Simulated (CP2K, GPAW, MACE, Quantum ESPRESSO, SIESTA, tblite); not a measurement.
**Si in place of Ge in generalised stacking fault on (111) (glide set) of a Ge-Sn solid solution (48 atoms): do the methods agree on the site?**

At which of several sites of generalised stacking fault on (111) (glide set) of a Ge-Sn solid solution (48 atoms) does Si in place of Ge cost least, and do cheaper methods find the same site as plane waves?

Results are calculated, not measured.

**1. The cell**

The cell holds 48 atoms (34 Ge and 14 Sn), with edges of 8.33, 7.22 and 20.53 Å. Recipe: diamond-structure Ge lattice (a = 5.8932 Å, the value set for the mixture), cell with z along [111], 2 x 1 x 2 periods; the third cell vector is tilted by 0.167 of 1/2[1-10] and lengthened by 0.1 Å, so the cell holds one fault (glide set); displaced by a Gaussian of 0.01 Å; 14 of 48 Ge sites given to Sn at random (lattice constant by Vegard's rule between Ge and Sn). Then the atoms were relaxed with MACE MP-0b3 medium in the fixed cell.

**2. The reference input**

Quantum ESPRESSO 7.5: Kohn-Sham DFT, PBE, SSSP efficiency 1.3.0 pseudopotentials, plane waves. Its input, pw.in, for the unchanged cell:

```
&control
  calculation = 'scf'
  pseudo_dir = './pseudo'
  outdir = './tmp'
  disk_io = 'none'
  tprnfor = .true.
  tstress = .true.
/
&system
  ibrav = 0
  nat = 48
  ntyp = 2
  ecutwfc = 60
  ecutrho = 480
  nosym = .true.
  occupations = 'smearing'
  smearing = 'fd'
  degauss = 0.003675
/
&electrons
  conv_thr = 2.4e-07
  electron_maxstep = 100
  mixing_beta = 0.2
  mixing_mode = 'local-TF'
  diagonalization = 'david'
/
ATOMIC_SPECIES
Ge 72.630 Ge.upf
Sn 118.710 Sn.upf
CELL_PARAMETERS angstrom
8.33424 0.00000 0.00000
0.00000 7.21767 0.00000
0.69449 0.00000 20.51464
ATOMIC_POSITIONS crystal
Ge 0.70450 0.51955 0.01150
Sn 0.71662 0.51058 0.13923
Sn 0.71999 0.86645 0.19009
Ge 0.72856 0.84799 0.31787
[... 42 atom lines left out ...]
Ge 0.20915 0.16275 0.84846
Ge 0.21432 0.15518 0.97048
K_POINTS gamma
```

```console
$ OMP_NUM_THREADS=1 pw.x -in pw.in > output.txt
```

Run time: 11 min. Hardware: 1 MPI rank of AMD EPYC 9R14 (Zen 4), shared host; peak memory 4.1 GiB.

It converged with an r.m.s. force component of 0.26 eV/Å and a pressure of 6.1 GPa.

**3. The levels**

The levels share the cells and solve them as single points, though not every level runs every cell. CPU time is summed over a level's finished runs, on a host shared with the other runs, so it is rough; the force column is the median over cells of the r.m.s. difference of force components from the reference.

```
                   level                       basis or training data  k-points  runs finished  CPU time  peak memory (GiB)  force difference (meV/Å)
                 QE, PBE      plane waves, SSSP efficiency, 60/480 Ry         Γ         3 of 3    39 min                4.1                 reference
   CP2K double zeta, PBE         DZVP-UZH, GTH-PBE potentials, 350 Ry         Γ         3 of 3   9.9 min                1.8                        19
           GPAW dzp, PBE                  dzp orbitals, PAW, h 0.18 Å         Γ         3 of 3    11 min                1.7                        44
         SIESTA DZP, PBE     DZP orbitals, shift 0.01 Ry, mesh 300 Ry         Γ         3 of 3    13 min                1.1                        76
   CP2K double zeta, LDA  DZVP-MOLOPT-SR, GTH-PADE potentials, 350 Ry         Γ         3 of 3   7.8 min                1.7                        67
CP2K double zeta, PBEsol         DZVP-UZH, GTH-PBE potentials, 350 Ry         Γ         3 of 3    10 min                1.8                        32
         tblite GFN1-xTB   tight binding with its own dispersion term         Γ         3 of 3      16 s               0.11                       153
      MACE MP-0b3 medium           trained on PBE(+U) plane-wave data         -         4 of 4      28 s               0.69                       269
       MACE MPA-0 medium           trained on PBE(+U) plane-wave data         -         4 of 4      29 s               0.69                       268
```

The reference's own r.m.s. force component runs from 263 to 270 meV/Å over these cells. MACE MP-0b3 medium relaxed the atoms, so in the cells that it relaxed its own forces are small, and its entry isn't an independent test there.

**4. The sites**

Each changed cell was relaxed with MACE MP-0b3 medium before the single points. Neighbours are the site's nearest atoms before the change.

```tsv
site	nearest atoms	their mean distance (Å)	atoms within 6 Å	largest move on relaxing (Å)	longest force left in the reference (eV/Å)
Ge19	SnGe3	2.50	33	0.07	0.81
Ge44	Sn3Ge	2.58	33	0.07	0.81
```

**5. Site energies**

All changed cells hold the same atoms, so within one level their energies compare with no chemical potential. Energies in eV, less that of Ge19, the reference's cheapest site; the last column is the largest deviation from the reference once each row's mean is taken off.

```tsv
level	Ge19	Ge44	cheapest	largest deviation
QE, PBE	0.00	0.11	Ge19	-
CP2K double zeta, PBE	0.00	0.11	Ge19	0.00
GPAW dzp, PBE	0.00	0.10	Ge19	0.00
SIESTA DZP, PBE	0.00	0.16	Ge19	0.03
CP2K double zeta, LDA	0.00	0.08	Ge19	0.02
CP2K double zeta, PBEsol	0.00	0.12	Ge19	0.00
tblite GFN1-xTB	0.00	0.15	Ge19	0.02
MACE MP-0b3 medium	0.00	0.23	Ge19	0.06
MACE MPA-0 medium	0.00	0.10	Ge19	0.01
```

**6. What came out**

In the reference the cheapest site is Ge19 (SnGe3) and the dearest Ge44 (Sn3Ge), 0.11 eV higher. All 8 other levels pick the same cheapest site. CP2K double zeta, PBE follows the reference most closely (0.00 eV at worst) and MACE MP-0b3 medium least (0.06 eV).

The other programs at PBE deviate by 0.03 eV at most, the learned potentials by 0.01 to 0.06 eV.

**Limits.** The geometries are those of MACE MP-0b3 medium; forces of up to 0.81 eV/Å remain in the reference, so relaxing in DFT would lower the energies, by amounts that can differ from site to site and can change the order. For MACE MP-0b3 medium alone these are relaxed energies. Defects interact with their periodic images. Only 2 of the 34 Ge sites are compared. Learned potentials don't solve for electrons, so the charge or spin state of a defect can't be set in them. The reference samples only Γ, in a cell whose shortest periodic width is 7 Å. The reference isn't exact: its cutoffs and mesh weren't converged further here. SIESTA's automatically made basis is far from complete, and its potentials were converted by us (checked for H, C, O, Si, Ge and Ca alone). The learned potentials mimic data converged in k, so the sampling error of the reference's coarse mesh counts against them here, while programs on the same mesh share it. Spin–orbit coupling is left out. Where levels are smeared, the DFT runs use Fermi–Dirac occupations at 580 K (0.05 eV), and energies are free energies.

[Logs are printed without paths, hosts, clocks, repeated set-up lines and the standing remarks that a program may print on its own settings, such as how far it seeks lower states.]

[Hosts, paths, dates, database ids (printed as entryN), source tags and the programs' standing remarks are cut or masked in the printed files.]
